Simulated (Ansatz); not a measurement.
# A frame of liquid Na2CO3 from 1140 K (192 atoms): geometry optimisation, part 2 of 3

Aim: bring a frame of liquid Na2CO3 from 1140 K (192 atoms) to a nearby minimum of the energy and see what moves.

Ansatz 0.2.0; Kohn-Sham DFT, r2SCAN, PAW (set soft_2), plane waves.

The cell: 32 C, 96 O and 64 Na. The network of bonds at the start is that of the classical potential that made the cell. The Brillouin zone is sampled at Γ only, in a cell whose shortest periodic width is 14 Å.

So far. Step 2 (Single point at the start): The r.m.s. force component of 2.0 eV/Å and the pressure of 0.45 GPa set the starting point.

## Step 3: Relaxation

With the cell held, the atoms are moved downhill towards a nearby minimum.

Input file input.yaml:

```yaml
crystal:
  lattice:
    - [14.19262, 0.0, 0.0]
    - [0.0, 14.19262, 0.0]
    - [0.0, 0.0, 14.19262]
  atoms:
    [... the 192 atom lines of step 2 ...]
kpoints:
  mp_grid: { grid: [1, 1, 1] }
hamiltonian:
  xc: r2scan
scf:
  occupations: { method: fixed }
output:
  forces: true
relax:
  f_tol: 0.05
  max_steps: 156
```

Launch:

```bash
ansatz run input.yaml --threads 8 --pin off --max-ram 15872MiB --backend cpu --events-out ev --progress --plain --runs-dir out
```

Numbers of over 12 decimals in the logs are rounded to 6 here.

Output:

```text
[...]
Crystal: 192 atoms, lattice volume = 2858.826 Å³
Basis set: ecut = 500 eV, 72599 PW (Γ), exchange–correlation on 432×432×432 points (64 copies of the dense FFT grid, shifted against one another)
Bands: 832, of which v1, the nominal top of the filled ones, is band 640 counted from 1 (639 counted from 0)
Symmetry: 1 space group operations
[...]
k-points: 1
[...]
SCF iter   1: F=—  HF=-157968.192845 eV  |F-HF|=—  |Δ(HF+E_count)|=         —  Δρ=9.98e-3  dr2=2.36e0  dr2_τ=1.74e1  ethr=1.77e-3  ⟨swp⟩=5.0  Hψ=2522  notcnv=0  defer=190
[...]
SCF iter   8: F=-157970.627113 eV  HF=-157970.627109 eV  |F-HF|=3.86e-6  |Δ(HF+E_count)|=   2.24e-5  Δρ=1.23e-5  dr2=4.62e-6  dr2_τ=6.11e-7  ethr=2.34e-9  ⟨swp⟩=4.0  Hψ=2311  notcnv=0
SCF 1 converged in 8 iterations: F = -157970.627113 eV  dr2 = 4.62e-6
[...]
relax step   1: F+E_penalty+E_count = -157970.62711255 eV  Δ(F+E_penalty+E_count) = +0.000e0 eV  max|allowed force component| = 1.077e1 eV/Å  Δτ_max = 0.0000 Å  (8 SCF iters, dr2 threshold 6.25e-5 eV, accepted)
[...]
relax step   2: F+E_penalty+E_count = -157984.44705501 eV  Δ(F+E_penalty+E_count) = -1.382e1 eV  max|allowed force component| = 4.053e0 eV/Å  Δτ_max = 0.1948 Å  (7 SCF iters, dr2 threshold 1.00e-4 eV, accepted)
[...]
relax step   3: F+E_penalty+E_count = -157990.77439728 eV  Δ(F+E_penalty+E_count) = -6.327e0 eV  max|allowed force component| = 2.314e0 eV/Å  Δτ_max = 0.1978 Å  (7 SCF iters, dr2 threshold 1.00e-4 eV, accepted)
relax step   4: F+E_penalty+E_count = -157994.54425049 eV  Δ(F+E_penalty+E_count) = -3.770e0 eV  max|allowed force component| = 1.920e0 eV/Å  Δτ_max = 0.1948 Å  (7 SCF iters, dr2 threshold 1.00e-4 eV, accepted)
relax step   5: F+E_penalty+E_count = -157997.25184778 eV  Δ(F+E_penalty+E_count) = -2.708e0 eV  max|allowed force component| = 1.456e0 eV/Å  Δτ_max = 0.2000 Å  (7 SCF iters, dr2 threshold 1.00e-4 eV, accepted)
relax step   6: F+E_penalty+E_count = -157999.33996568 eV  Δ(F+E_penalty+E_count) = -2.088e0 eV  max|allowed force component| = 7.875e-1 eV/Å  Δτ_max = 0.1926 Å  (7 SCF iters, dr2 threshold 1.00e-4 eV, accepted)
relax step   7: F+E_penalty+E_count = -158000.43541968 eV  Δ(F+E_penalty+E_count) = -1.095e0 eV  max|allowed force component| = 7.849e-1 eV/Å  Δτ_max = 0.1949 Å  (7 SCF iters, dr2 threshold 1.00e-4 eV, accepted)
relax step   8: F+E_penalty+E_count = -158001.08922041 eV  Δ(F+E_penalty+E_count) = -6.538e-1 eV  max|allowed force component| = 5.979e-1 eV/Å  Δτ_max = 0.2000 Å  (7 SCF iters, dr2 threshold 1.00e-4 eV, accepted)
relax step   9: F+E_penalty+E_count = -158001.71626218 eV  Δ(F+E_penalty+E_count) = -6.270e-1 eV  max|allowed force component| = 3.058e-1 eV/Å  Δτ_max = 0.1963 Å  (7 SCF iters, dr2 threshold 1.00e-4 eV, accepted)
relax step  10: F+E_penalty+E_count = -158002.08305215 eV  Δ(F+E_penalty+E_count) = -3.668e-1 eV  max|allowed force component| = 3.275e-1 eV/Å  Δτ_max = 0.2000 Å  (7 SCF iters, dr2 threshold 2.45e-5 eV, accepted)
relax step  11: F+E_penalty+E_count = -158002.38699859 eV  Δ(F+E_penalty+E_count) = -3.039e-1 eV  max|allowed force component| = 2.167e-1 eV/Å  Δτ_max = 0.1948 Å  (7 SCF iters, dr2 threshold 2.80e-5 eV, accepted)
relax step  12: F+E_penalty+E_count = -158002.63497615 eV  Δ(F+E_penalty+E_count) = -2.480e-1 eV  max|allowed force component| = 5.751e-1 eV/Å  Δτ_max = 0.1912 Å  (7 SCF iters, dr2 threshold 2.06e-5 eV, accepted)
relax step  13: F+E_penalty+E_count = -158003.01837561 eV  Δ(F+E_penalty+E_count) = -3.834e-1 eV  max|allowed force component| = 3.536e-1 eV/Å  Δτ_max = 0.2000 Å  (7 SCF iters, dr2 threshold 1.00e-4 eV, accepted)
relax step  14: F+E_penalty+E_count = -158003.26542277 eV  Δ(F+E_penalty+E_count) = -2.470e-1 eV  max|allowed force component| = 4.339e-1 eV/Å  Δτ_max = 0.1952 Å  (7 SCF iters, dr2 threshold 4.73e-5 eV, accepted)
relax step  15: F+E_penalty+E_count = -158003.52363884 eV  Δ(F+E_penalty+E_count) = -2.582e-1 eV  max|allowed force component| = 2.778e-1 eV/Å  Δτ_max = 0.2000 Å  (7 SCF iters, dr2 threshold 7.12e-5 eV, accepted)
relax step  16: F+E_penalty+E_count = -158003.65173082 eV  Δ(F+E_penalty+E_count) = -1.281e-1 eV  max|allowed force component| = 8.159e-1 eV/Å  Δτ_max = 0.1901 Å  (7 SCF iters, dr2 threshold 3.16e-5 eV, accepted)
relax step  17: F+E_penalty+E_count = -158003.80477443 eV  Δ(F+E_penalty+E_count) = -1.530e-1 eV  max|allowed force component| = 1.523e-1 eV/Å  Δτ_max = 0.2000 Å  (7 SCF iters, dr2 threshold 1.00e-4 eV, accepted)
relax step  18: F+E_penalty+E_count = -158003.90054030 eV  Δ(F+E_penalty+E_count) = -9.577e-2 eV  max|allowed force component| = 5.080e-1 eV/Å  Δτ_max = 0.1979 Å  (10 SCF iters, accepted)
relax step  19: F+E_penalty+E_count = -158003.99966101 eV  Δ(F+E_penalty+E_count) = -9.912e-2 eV  max|allowed force component| = 8.157e-1 eV/Å  Δτ_max = 0.1934 Å  (7 SCF iters, dr2 threshold 1.61e-5 eV, accepted)
relax step  20: F+E_penalty+E_count = -158004.10052532 eV  Δ(F+E_penalty+E_count) = -1.009e-1 eV  max|allowed force component| = 8.046e-1 eV/Å  Δτ_max = 0.1950 Å  (7 SCF iters, dr2 threshold 1.00e-4 eV, accepted)
relax step  21: F+E_penalty+E_count = -158004.37216559 eV  Δ(F+E_penalty+E_count) = -2.716e-1 eV  max|allowed force component| = 4.727e-1 eV/Å  Δτ_max = 0.2000 Å  (7 SCF iters, dr2 threshold 1.00e-4 eV, accepted)
relax step  22: F+E_penalty+E_count = -158004.47794791 eV  Δ(F+E_penalty+E_count) = -1.058e-1 eV  max|allowed force component| = 7.027e-1 eV/Å  Δτ_max = 0.1985 Å  (7 SCF iters, dr2 threshold 7.71e-5 eV, accepted)
relax step  23: F+E_penalty+E_count = -158004.59872272 eV  Δ(F+E_penalty+E_count) = -1.208e-1 eV  max|allowed force component| = 2.170e-1 eV/Å  Δτ_max = 0.2000 Å  (7 SCF iters, dr2 threshold 1.00e-4 eV, accepted)
relax step  24: F+E_penalty+E_count = -158004.65876516 eV  Δ(F+E_penalty+E_count) = -6.004e-2 eV  max|allowed force component| = 1.077e-1 eV/Å  Δτ_max = 0.2000 Å  (8 SCF iters, dr2 threshold 4.49e-6 eV, accepted)
relax step  25: F+E_penalty+E_count = -158004.71678140 eV  Δ(F+E_penalty+E_count) = -5.802e-2 eV  max|allowed force component| = 1.666e-1 eV/Å  Δτ_max = 0.1938 Å  (9 SCF iters, accepted)
relax step  26: F+E_penalty+E_count = -158004.75221029 eV  Δ(F+E_penalty+E_count) = -3.543e-2 eV  max|allowed force component| = 6.349e-1 eV/Å  Δτ_max = 0.1976 Å  (7 SCF iters, dr2 threshold 6.84e-6 eV, accepted)
[...]
relax step  28: F+E_penalty+E_count = -158004.92882763 eV  Δ(F+E_penalty+E_count) = -5.037e-2 eV  max|allowed force component| = 4.345e-1 eV/Å  Δτ_max = 0.1990 Å  (10 SCF iters, accepted)
[...]
relax step  35: F+E_penalty+E_count = -158005.21201821 eV  Δ(F+E_penalty+E_count) = +2.400e-3 eV  max|allowed force component| = 9.615e-1 eV/Å  Δτ_max = 0.1949 Å  (7 SCF iters, dr2 threshold 8.61e-5 eV, rejected (line search))
relax step  36: F+E_penalty+E_count = -158005.25923052 eV  Δ(F+E_penalty+E_count) = -4.481e-2 eV  max|allowed force component| = 4.749e-1 eV/Å  Δτ_max = 0.0975 Å  (9 SCF iters, accepted)
[...]
relax step  38: F+E_penalty+E_count = -158005.31686346 eV  Δ(F+E_penalty+E_count) = -2.083e-2 eV  max|allowed force component| = 4.794e-1 eV/Å  Δτ_max = 0.1465 Å  (7 SCF iters, dr2 threshold 1.77e-5 eV, accepted)
relax step  39: F+E_penalty+E_count = -158005.37724880 eV  Δ(F+E_penalty+E_count) = -6.039e-2 eV  max|allowed force component| = 3.485e-1 eV/Å  Δτ_max = 0.2000 Å  (7 SCF iters, dr2 threshold 6.45e-5 eV, accepted)
relax step  40: F+E_penalty+E_count = -158005.43210396 eV  Δ(F+E_penalty+E_count) = -5.486e-2 eV  max|allowed force component| = 5.447e-1 eV/Å  Δτ_max = 0.1954 Å  (7 SCF iters, dr2 threshold 6.42e-5 eV, accepted)
relax step  41: F+E_penalty+E_count = -158005.47493005 eV  Δ(F+E_penalty+E_count) = -4.283e-2 eV  max|allowed force component| = 6.560e-1 eV/Å  Δτ_max = 0.1950 Å  (7 SCF iters, dr2 threshold 1.00e-4 eV, accepted)
relax step  42: F+E_penalty+E_count = -158005.54458620 eV  Δ(F+E_penalty+E_count) = -6.966e-2 eV  max|allowed force component| = 2.574e-1 eV/Å  Δτ_max = 0.2000 Å  (7 SCF iters, dr2 threshold 1.00e-4 eV, accepted)
relax step  43: F+E_penalty+E_count = -158005.57473104 eV  Δ(F+E_penalty+E_count) = -3.014e-2 eV  max|allowed force component| = 2.808e-1 eV/Å  Δτ_max = 0.1946 Å  (7 SCF iters, dr2 threshold 1.02e-5 eV, accepted)
relax step  44: F+E_penalty+E_count = -158005.58493397 eV  Δ(F+E_penalty+E_count) = -1.020e-2 eV  max|allowed force component| = 3.013e-1 eV/Å  Δτ_max = 0.1901 Å  (7 SCF iters, dr2 threshold 1.21e-5 eV, accepted)
relax step  45: F+E_penalty+E_count = -158005.61943374 eV  Δ(F+E_penalty+E_count) = -3.450e-2 eV  max|allowed force component| = 4.615e-2 eV/Å  Δτ_max = 0.1196 Å  (7 SCF iters, dr2 threshold 9.08e-5 eV, accepted)
[...]
relax step  46: F+E_penalty+E_count = -158005.61943518 eV  Δ(F+E_penalty+E_count) = -1.444e-6 eV  max|allowed force component| = 4.616e-2 eV/Å  Δτ_max = 0.0000 Å  (4 SCF iters, accepted)
[...]
SCF iter   2: F=-158005.619435 eV  HF=-158005.619435 eV  |F-HF|=1.36e-8  |Δ(HF+E_count)|=   1.03e-8  Δρ=3.63e-7  dr2=5.29e-9  dr2_τ=9.86e-10  ethr=2.28e-12  ⟨swp⟩=4.0  Hψ=2053  notcnv=0
SCF 47 converged in 2 iterations: F = -158005.619435 eV  dr2 = 5.29e-9
SCF converged after 2 iterations
Free energy (F): -158005.619435 eV
[...]
Internal energy: -158005.619435 eV  (E = F + TS)
E sigma→0 (E₀):  -158005.619435 eV
Fermi energy:    1.711026 eV
[...]
--- Forces (eV/Å), atoms counted from 1 ---
  atom   1  C     -0.01542523     0.00576851     0.01689703
  atom   2  O      0.00369699     0.00245984     0.00233454
  atom   3  O      0.00274869     0.00383665    -0.00573070
  atom   4  O      0.00444579    -0.00118434    -0.00620964
  atom   5  C     -0.02004808    -0.00857163     0.00897334
  atom   6  O      0.00614114     0.00121529    -0.00310849
  atom   7  O     -0.00128712    -0.00131091    -0.00720692
  atom   8  O      0.00242880     0.02062526    -0.00257582
  atom   9  C      0.00295580     0.00045368    -0.01640515
  atom  10  O      0.00610468    -0.01303515     0.00398192
  atom  11  O      0.00383550    -0.00647630    -0.00081346
  atom  12  O     -0.00417242     0.00291277     0.00776537
  atom  13  C     -0.00126168    -0.02104134    -0.01731209
  atom  14  O     -0.00245597     0.00252821     0.00059962
[...]
atom 191  Na     0.00564575     0.00262342     0.00073578
  atom 192  Na    -0.00141314    -0.00409708     0.00342744
  max |Σ_I F_I| component: 2.54e-4 eV/Å
--- Relaxed structure (46 steps of the walk, 45 accepted, 0 SCFs on fresh bases) ---
  F+E_penalty+E_count = -158005.61943518 eV   max|allowed force component| = 4.616e-2 eV/Å
  atoms:
    - { symbol: C, position: [0.488720, -0.012082, 0.588682] }
    - { symbol: O, position: [0.399402, -0.015330, 0.602392] }
    - { symbol: O, position: [0.531129, 0.069116, 0.584237] }
    - { symbol: O, position: [0.538054, 0.912056, 0.580643] }
[...]
- { symbol: Na, position: [0.427017, 0.840981, 0.703383] }
```

Elapsed: 43 min, on 8 threads of Arm Neoverse V2, shared host; peak memory 9 GiB; 5.6 h of CPU time.

Step by step (22 of 46):

```
step  energy less that of the first step (eV)  largest force component (eV/Å)
   1                                   0.0000                         10.7725
   3                                 -20.1473                          2.3138
   5                                 -26.6247                          1.4564
   7                                 -29.8083                          0.7849
  10                                 -31.4559                          0.3275
  12                                 -32.0079                          0.5751
  14                                 -32.6383                          0.4339
  16                                 -33.0246                          0.8159
  18                                 -33.2734                          0.5080
  20                                 -33.4734                          0.8046
  22                                 -33.8508                          0.7027
  25                                 -34.0897                          0.1666
  27                                 -34.2513                          0.1292
  29                                 -34.3287                          0.4530
  31                                 -34.4563                          0.5510
  33                                 -34.5434                          0.2472
  35                                 -34.5849                          0.9615
  37                                 -34.6689                          0.2515
  40                                 -34.8050                          0.5447
  42                                 -34.9175                          0.2574
  44                                 -34.9578                          0.3013
  46                                 -34.9923                          0.0462
```

Relaxation step 35 was tried and not accepted.

The atoms that moved most (Å):

```
 atom      dx      dy      dz  length
  O35  -1.018   1.228  -1.331   2.078
Na173   1.504   1.103  -0.597   1.958
  O58  -0.373   1.088   1.513   1.901
  O32  -1.096  -1.011  -1.051   1.825
Na144  -0.419   1.667  -0.517   1.794
Na146   0.905  -0.134   1.493   1.752
   O8  -0.215   0.958  -1.417   1.723
Na180  -0.461  -1.609   0.406   1.722
```

The relaxation changed the energy by -182 meV/atom, and atoms moved by 0.88 Å r.m.s., 2.1 Å at most.

## Step 4: Local order after relaxation

Bonds before and after, by the cutoffs listed below:

```
pair  bonds before  bonds after  mean before (Å)  mean after (Å)  spread before (Å)  spread after (Å)
O-Na           308          331            2.518           2.421              0.203             0.131
 O-C            96           96            1.284           1.292              0.053             0.007
```

Density 1.97 g/cm³, 14.89 Å³ an atom.

Pair distribution functions g(r), in bins of 0.2 Å:

```
r (Å)  total   O-O  O-Na    O-C  Na-Na  Na-C   C-C
 1.20   3.19  0.00  0.00  19.15   0.00  0.00  0.00
 1.40   0.42  0.00  0.00   2.53   0.00  0.00  0.00
 1.60   0.00  0.00  0.00   0.00   0.00  0.00  0.00
 1.80   0.00  0.00  0.00   0.00   0.00  0.00  0.00
 2.00   0.00  0.00  0.00   0.00   0.00  0.00  0.00
 2.20   1.78  4.78  1.74   0.00   0.00  0.00  0.00
 2.40   2.33  0.00  7.00   0.00   0.00  0.00  0.00
 2.60   0.70  0.00  1.42   0.00   0.00  2.06  0.00
 2.80   0.64  0.00  0.36   0.00   0.14  4.55  0.00
 3.00   0.43  0.21  0.18   0.12   0.85  1.77  0.00
 3.20   0.99  1.16  0.44   0.32   2.06  2.44  0.00
 3.40   1.04  1.46  0.45   0.41   1.92  2.12  0.18
 3.60   0.99  1.25  0.73   0.46   1.71  1.35  0.34
 3.80   0.98  0.98  0.92   1.19   1.47  0.43  0.61
 4.00   1.12  1.25  1.33   1.31   0.98  0.21  0.56
 4.20   1.08  0.97  1.11   1.87   0.88  0.25  0.88
 4.40   1.08  0.97  1.09   1.81   0.74  0.35  1.72
 4.60   0.99  0.97  0.86   1.39   1.06  0.50  1.99
 4.80   0.91  1.00  0.74   1.22   0.94  0.48  2.01
 5.00   0.90  0.88  1.00   1.06   0.67  0.47  1.78
 5.20   1.06  1.12  1.06   1.07   0.90  0.76  2.21
 5.40   1.06  1.37  0.92   0.89   0.93  0.95  2.00
 5.60   1.06  1.09  1.09   1.00   0.79  1.25  0.78
 5.80   1.05  0.90  1.06   0.95   1.12  1.64  0.40
 6.00   1.01  0.86  0.84   1.06   1.51  1.25  1.04
 6.20   1.00  1.02  0.98   0.87   1.16  1.23  0.41
 6.40   0.96  0.90  0.95   0.89   1.04  1.27  0.60
 6.60   0.92  0.92  1.04   0.75   0.70  1.09  0.67
```

Bonds by pair of elements; cutoffs follow the first minimum of g(r), held within bounds set by covalent radii, and pairs that aren't listed don't count as bonded:

```
pair A-B  cutoff (Å)  bonds  mean length (Å)  spread (Å)  shortest (Å)  B about A  A about B
    O-Na        2.93    331             2.42       0.131          2.18       3.45       5.17
     O-C        1.73     96             1.29       0.007          1.27          1          3
```

How many atoms have how many bonded neighbours:

```
element  mean   3   4   5   6  7
      C     3  32   0   0   0  0
     Na  5.17   0  14  27  21  2
      O  4.45   2  52  39   3  0
```

Bond angles, per cent of each kind in bins of 5°:

```
angle (°)  O-Na-O  Na-O-Na  C-O-Na  O-C-O
    45–50     0.4      0.0     0.0    0.0
    50–55     7.2      0.0     0.0    0.0
    55–60     3.9      0.0     0.0    0.0
    60–65     0.0      0.2     0.0    0.0
    65–70     0.1      1.2     0.6    0.0
    70–75     1.0      3.8     0.3    0.0
    75–80     4.1      5.7     2.7    0.0
    80–85     7.3     13.0     9.4    0.0
    85–90    10.8     14.0    14.8    0.0
    90–95    10.4     10.7    18.1    0.0
   95–100     7.4      7.6     6.7    0.0
  100–105     5.5      6.4     2.7    0.0
  105–110     3.5      4.3     3.9    0.0
  110–115     5.1      5.5     4.8    0.0
  115–120     4.9      3.5     4.2   53.1
  120–125     4.4      2.6     4.5   46.9
  125–130     3.9      1.9     5.1    0.0
  130–135     4.6      2.1     3.0    0.0
  135–140     3.4      2.1     3.0    0.0
  140–145     3.4      2.6     3.6    0.0
  145–150     2.8      2.1     3.3    0.0
  150–155     1.7      2.4     0.9    0.0
  155–160     0.6      2.1     3.0    0.0
  160–165     1.1      2.4     1.8    0.0
  165–170     1.6      1.7     1.8    0.0
  170–175     0.6      2.1     1.2    0.0
  175–180     0.3      0.0     0.3    0.0
```

Bond angles (no mean is given where the spread exceeds 20°):

```
  angle  count  mean (°)  spread (°)
 O-Na-O    711         -           -
Na-O-Na    422         -           -
 C-O-Na    331         -           -
  O-C-O     96       120         0.8
```

Bond length by coordination (bonds to H left out):

```
element  coordination  atoms  mean bond length (Å)
     Na             4     14                  2.35
     Na             5     27                  2.40
     Na             6     21                  2.47
     Na             7      2                  2.49
      O             3      2                  1.93
      O             4     52                  2.10
      O             5     39                  2.23
      O             6      3                  2.33
```

Counting bonds as in the table, all C atoms have 3, 42 % of Na atoms have 5 and 54 % of O atoms have 4 bonded neighbours.

[end of part 2 of 3]

[Logs are printed without paths, hosts, clocks, repeated set-up lines and the standing remarks that a program may print on its own settings, such as how far it seeks lower states.]

[Hosts, paths, dates, database ids (printed as entryN), source tags and the programs' standing remarks are cut or masked in the printed files.]
